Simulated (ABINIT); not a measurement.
# Mg3PbS (Pm-3m): zone-centre phonons

Aim: the zone-centre modes of Mg3PbS (Pm-3m).

Main program and level: ABINIT 10.8.3; DFT LDA, scalar-relativistic, plane waves, HGH norm-conserving pseudopotentials.

Most raw output is cut from this account.

The structure was built from a prototype and need not be the compound's stable phase.

### 1. The structure

It takes space group Pm-3m (No. 221, cubic). The conventional cell has a = 5.222 Å, b = 5.222 Å, c = 5.222 Å, α = 90.00°, β = 90.00°, γ = 90.00°. Nearest to Pb lie 12 Mg at 3.69 Å. Nearest to S lie 6 Mg at 2.61 Å. Mg has 2 S at 2.61 Å nearest. Farther neighbours and most contacts between anions are not listed.

### 2. A probe with smearing

A first run with smearing and empty bands tells whether the crystal has a gap, which decides between fixed occupations and smearing later on.

Input file probe.abi:

```
# ground state
tolvrs 1.0d-08
prtden 1
prtwf 1

# basis, mesh and filling
ecut 30.0
ixc 7
ngkpt 4 4 4
nshiftk 1
shiftk 0.0 0.0 0.0
istwfk *1
occopt 7
tsmear 0.005
nband 14
nstep 100
diemac 9.0
prtebands 0
prtgsr 0

# cell and atoms
acell 9.868905713 9.868905713 9.868905713
rprim 
    1.0 0.0 0.0
    0.0 1.0 0.0
    0.0 0.0 1.0
ntypat 3
znucl 82 16 12
natom 5
typat 1 2 3 3 3
xred 
    0.0 0.0 0.0
    0.5 0.5 0.5
    0.5 0.5 0.0
    0.5 0.0 0.5
    0.0 0.5 0.5
pp_dirpath "./pseudo"
pseudos "Pb.hgh, S.hgh, Mg.hgh"
```

Started as:

```
$ OMP_NUM_THREADS=1 mpirun -n 4 abinit probe.abi > probe.log
```

Wall time 9.2 s (4 MPI ranks of Arm Neoverse V1, shared host); 36 s of CPU time.

This step gave:

| Item | Value |
| --- | --- |
| volume per atom | 28.49 Å³ |
| pressure | -7.582 GPa |
| gap on the k-mesh | 0 eV |

No gap opens on this mesh, so smearing is kept; the printed pressure holds the stress of the finite basis too.

### 3. Rough relaxation

The typed start is rough, so a first relaxation with smearing and loose thresholds takes it towards rest cheaply.

Input file prerelax.abi:

```
# relaxation
ionmov 2
optcell 2
dilatmx 1.15
chkdilatmx 0
ntime 40
tolmxf 3.0d-04
tolvrs 1.0d-10
prtwf 0
prtden 0
chksymtnons 0

# basis, mesh and filling
ecut 31.0
ecutsm 3.0
ixc 7
ngkpt 4 4 4
nshiftk 1
shiftk 0.0 0.0 0.0
istwfk *1
occopt 7
tsmear 0.005
nband 14
nstep 100
diemac 1000000.0
prtebands 0
prtgsr 0

# cell and atoms
acell 9.868905713 9.868905713 9.868905713
rprim 
    1.0 0.0 0.0
    0.0 1.0 0.0
    0.0 0.0 1.0
ntypat 3
znucl 82 16 12
natom 5
typat 1 2 3 3 3
xred 
    0.0 0.0 0.0
    0.5 0.5 0.5
    0.5 0.5 0.0
    0.5 0.0 0.5
    0.0 0.5 0.5
pp_dirpath "./pseudo"
pseudos "Pb.hgh, S.hgh, Mg.hgh"
```

Started as:

```
$ OMP_NUM_THREADS=1 mpirun -n 4 abinit prerelax.abi > prerelax.log
```

It took 1.7 min on 4 MPI ranks.

Relaxation path:

```
step  energy less that of the first step (eV)  largest force (eV/Å)  volume (Å³)
   1                                   0.0000                0.0000       142.43
   2                                  -0.1504                0.0000       139.18
   3                                  -0.4789                0.0000        89.65
   4                                  -0.9994                0.0000       114.03
   5                                  -1.0602                0.0000       108.60
   6                                  -1.0646                0.0000       106.42
   7                                  -1.0648                0.0000       106.81
```

```
conventional cell, symmetrised  before  after   change
                         a (Å)   5.222  4.745   -9.1 %
                         b (Å)   5.222  4.745   -9.1 %
                         c (Å)   5.222  4.745   -9.1 %
              volume (Å³/atom)   28.49  21.36  -25.0 %
```

The relaxed structure:

```xyz
5
Lattice="4.7446 0.0000 0.0000 0.0000 4.7446 0.0000 0.0000 0.0000 4.7446" Properties=species:S:1:pos:R:3 pbc="T T T"
Pb    0.0000    0.0000    0.0000
S     2.3723    2.3723    2.3723
Mg    2.3723    2.3723    0.0000
Mg    2.3723    0.0000    2.3723
Mg    0.0000    2.3723    2.3723
```

Numbers from this step:

```yaml
volume_per_atom: 21.36 Å³
pressure: -0.004693 GPa
```

The volume changes by -25.0 % in this run and stands -25.0 % from the first cell.

### 4. Rough relaxation

The cell changed much, so the rough relaxation is repeated on a basis made for the new cell.

prerelax.abi: that of step 3 with these lines changed.

```diff
@@ -29,3 +29,3 @@
 # cell and atoms
-acell 9.868905713 9.868905713 9.868905713
+acell 8.966022078 8.966022078 8.966022078
 rprim
```

Run time: 12 s. Hardware: 4 MPI ranks.

Little changed from the start: no atom moved by 0.005 Å and no cell edge by 0.1 %.

Numbers from this step:

```yaml
pressure: -0.004690 GPa
```

The volume changes by +0.0 % in this run and stands -25.0 % from the first cell.

### 5. Relaxation

The harmonic expansion needs vanishing forces, and a free crystal bears no stress, so cell and atoms are brought to rest. Stress is more sensitive to the basis than forces are: the last 3 Ha under the cutoff are smoothed with ecutsm, and the cutoff is raised above that of the later runs.

relax.abi, as its differences from prerelax.abi of step 4:

```diff
@@ -3,7 +3,6 @@
 optcell 2
-dilatmx 1.15
-chkdilatmx 0
+dilatmx 1.08
 ntime 40
-tolmxf 3.0d-04
-tolvrs 1.0d-10
+tolmxf 1.0d-05
+tolvrs 1.0d-14
 prtwf 0
@@ -13,6 +12,6 @@
 # basis, mesh and filling
-ecut 31.0
+ecut 38.0
 ecutsm 3.0
 ixc 7
-ngkpt 4 4 4
+ngkpt 6 6 6
 nshiftk 1
@@ -21,3 +20,3 @@
 occopt 7
-tsmear 0.005
+tsmear 0.01
 nband 14
```

Started as:

```
$ OMP_NUM_THREADS=1 mpirun -n 4 abinit relax.abi > relax.log
```

Run time: 64 s. Hardware: 4 MPI ranks.

Step by step:

```
step  energy less that of the first step (eV)  largest force (eV/Å)  volume (Å³)
   1                                   0.0000                0.0000       106.81
   2                                  -0.0001                0.0000       106.88
   3                                  -0.0004                0.0000       107.32
```

```
conventional cell, symmetrised  before  after  change
                         a (Å)   4.745  4.752  +0.2 %
                         b (Å)   4.745  4.752  +0.2 %
                         c (Å)   4.745  4.752  +0.2 %
              volume (Å³/atom)   21.36  21.46  +0.5 %
```

The relaxed structure:

```xyz
5
Lattice="4.7522 0.0000 0.0000 0.0000 4.7522 0.0000 0.0000 0.0000 4.7522" Properties=species:S:1:pos:R:3 pbc="T T T"
Pb    0.0000    0.0000    0.0000
S     2.3761    2.3761    2.3761
Mg    2.3761    2.3761    0.0000
Mg    2.3761    0.0000    2.3761
Mg    0.0000    2.3761    2.3761
```

Numbers from this step:

```yaml
volume_per_atom: 21.46 Å³
pressure: 0.001523 GPa
```

The volume changes by +0.5 % in this run and stands -24.7 % from the first cell.

### 6. Self-consistent run for the response

The response is built on these wavefunctions, so the potential is converged far more tightly than an energy would need. Smearing stays on, as the first look found no gap above 0.3 eV.

Input file gs.abi:

```
# ground state
tolvrs 1.0d-16
prtden 1
prtwf 1

# basis, mesh and filling
ecut 30.0
ixc 7
ngkpt 6 6 6
nshiftk 1
shiftk 0.0 0.0 0.0
istwfk *1
occopt 7
tsmear 0.01
nband 14
nstep 100
diemac 1000000.0
prtebands 0
prtgsr 0

# cell and atoms
acell 8.980348839 8.980348839 8.980348839
rprim 
    1.0 0.0 0.0
    0.0 1.0 0.0
    0.0 0.0 1.0
ntypat 3
znucl 82 16 12
natom 5
typat 1 2 3 3 3
xred 
    0.0 0.0 0.0
    0.5 0.5 0.5
    0.5 0.5 0.0
    0.5 0.0 0.5
    0.0 0.5 0.5
pp_dirpath "./pseudo"
pseudos "Pb.hgh, S.hgh, Mg.hgh"
```

Started as:

```
$ OMP_NUM_THREADS=1 mpirun -n 4 abinit gs.abi > gs.log
```

The job ended after 15 s (4 MPI ranks; 58 s of CPU time).

Read from the output:

```
pressure : -0.07942 GPa
```

The cell stands at -0.079 GPa, close enough for phonons.

### 7. Zone-centre response

At q = 0 one unit cell holds all displacements. The response is solved for single atoms along the cell's directions, and symmetry skips those that follow from others. The crystal is treated as a metal, which screens a static field, so no field response is asked.

Input file dfpt_gamma.abi:

```

# common to the responses
getwfk_filepath "gso_WFK"
kptopt 2
nqpt 1
qpt 0.0 0.0 0.0
asr 0
chneut 0

# displacements
rfphon 1
rfatpol 1 5
rfdir 1 1 1
tolvrs 1.0d-10
prtwf 0

# basis, mesh and filling
ecut 30.0
ixc 7
ngkpt 6 6 6
nshiftk 1
shiftk 0.0 0.0 0.0
istwfk *1
occopt 7
tsmear 0.01
nband 14
nstep 100
diemac 1000000.0
prtebands 0
prtgsr 0

# cell and atoms
acell 8.980348839 8.980348839 8.980348839
rprim 
    1.0 0.0 0.0
    0.0 1.0 0.0
    0.0 0.0 1.0
ntypat 3
znucl 82 16 12
natom 5
typat 1 2 3 3 3
xred 
    0.0 0.0 0.0
    0.5 0.5 0.5
    0.5 0.5 0.0
    0.5 0.0 0.5
    0.0 0.5 0.5
pp_dirpath "./pseudo"
pseudos "Pb.hgh, S.hgh, Mg.hgh"
```

Started as:

```
$ OMP_NUM_THREADS=1 mpirun -n 4 abinit dfpt_gamma.abi > dfpt_gamma.log
```

Wall time 1.8 min (4 MPI ranks).

This step gave:

```
largest acoustic frequency at the zone centre before the sum rule : 1.9 cm⁻¹
highest optical zone-centre mode (no LO-TO term)                  : 428.7 cm⁻¹
lowest optical zone-centre mode                                   : -116.1 cm⁻¹
```

The acoustic modes at Γ come out as far as 1.9 cm⁻¹ from zero, where they should vanish, a small numerical error. The lowest optical mode is imaginary, 116i cm⁻¹, an instability at this level and on this k mesh.

### 8. Modes with the sum rule

anaddb reads the merged derivatives and imposes the acoustic sum rule.

Input file anaddb.abi:

```
ddb_filepath "gamma_DDB"
output_file "anaddb.abo"
outdata_prefix "anaddb"
asr 1
chneut 1
enunit 2
eivec 1
nph1l 1
qph1l 0.0 0.0 0.0 1.0
```

Input file mrgddb.in:

```
gamma_DDB
merged
2
dfpt_gammao_DDB
gso_DDB
```

Started as:

```
$ mrgddb < mrgddb.in > mrgddb.log
$ OMP_NUM_THREADS=1 anaddb anaddb.abi > anaddb.log
```

Run time: 0.53 s. Hardware: 1 thread.

No LO-TO term; unit eigenvectors of the mass-weighted matrix, from anaddb's displacements. The modes at Γ (shares of kinetic energy by element, %) (negative means imaginary):

```
mode  frequency (cm⁻¹)  symmetry  Pb %  S %  Mg %
   1            -116.1       T1u     2   21    77
   2            -116.1       T1u     2   21    77
   3            -116.1       T1u     2   21    77
   4             -97.9       T2u     0    0   100
   5             -97.9       T2u     0    0   100
   6             -97.9       T2u     0    0   100
   7               0.0  acoustic    66   10    23
   8               0.0  acoustic    66   10    23
   9               0.0  acoustic    66   10    23
  10              79.6       T1u    32   33    35
  11              79.6       T1u    32   33    35
  12              79.6       T1u    32   33    35
  13             428.7       T1u     0   36    64
  14             428.7       T1u     0   36    64
  15             428.7       T1u     0   36    64
```

Displacements in mode 3 (-116.1 cm⁻¹), the largest set to 1:
```
Pb1  0.08  0.00  0.00
S2   0.66  0.00  0.00
Mg3 -1.00  0.00  0.00
Mg4 -1.00  0.00  0.00
Mg5  0.42  0.00  0.00
```

Displacements in mode 6 (-97.9 cm⁻¹), the largest set to 1:
```
Pb1  0.00  0.00  0.00
S2   0.00  0.00  0.00
Mg3  1.00  0.00  0.00
Mg4 -1.00  0.00  0.00
Mg5  0.00  0.00  0.00
```

The rule moves no optical mode by more than 0.1 cm⁻¹.

### 9. Sum rules set otherwise (asr 0)

Without the rule the raw error of the acoustic modes shows.

anaddb.abi: that of step 8 with these lines changed.

```diff
@@ -3,4 +3,4 @@
 outdata_prefix "anaddb"
-asr 1
-chneut 1
+asr 0
+chneut 0
 enunit 2
```

mrgddb.in is that of step 8.

It took 0.5 s on 1 thread.

Zone-centre frequencies as printed; negative means imaginary. Modes:

```
mode  frequency (cm⁻¹)
   1            -116.1
   2            -116.1
   3            -116.1
   4            -97.88
   5            -97.88
   6            -97.88
   7               1.9
   8               1.9
   9               1.9
  10             79.65
  11             79.65
  12             79.65
  13             428.7
  14             428.7
  15             428.7
```

### 10. Results

```json
{"space group after relaxation": "Pm-3m", "volume per atom": "21.5 Å³", "highest optical zone-centre mode (no LO-TO term)": "428.7 cm⁻¹", "lowest optical zone-centre mode": "-116.1 cm⁻¹", "imaginary optical modes at the zone centre (no q mesh in this session)": "yes"}
```

What this shows: At the LDA level the optical modes of Mg3PbS (Pm-3m) at the zone centre run from 116i to 429 cm⁻¹, so the structure is a saddle point, with 6 modes beyond 10i cm⁻¹ there. These are harmonic frequencies at zero temperature: anharmonic shifts and linewidths and thermal expansion are left out. Spin-orbit coupling is left out, which can matter for the heavy elements here. The HGH files keep few electrons and have no core correction, which is cheap but rough for Mg and Pb. In a metal the frequencies hang on the k mesh and the smearing, most of all near Kohn anomalies. The structure is a hypothetical one, built on a prototype.

[Host names and launcher messages were left out of these logs when they were recorded.]

[Logs are printed without paths, hosts, clocks, repeated set-up lines and the standing remarks that a program may print on its own settings, such as how far it seeks lower states.]

[Hosts, paths, dates, database ids (printed as entryN), source tags and the programs' standing remarks are cut or masked in the printed files.]
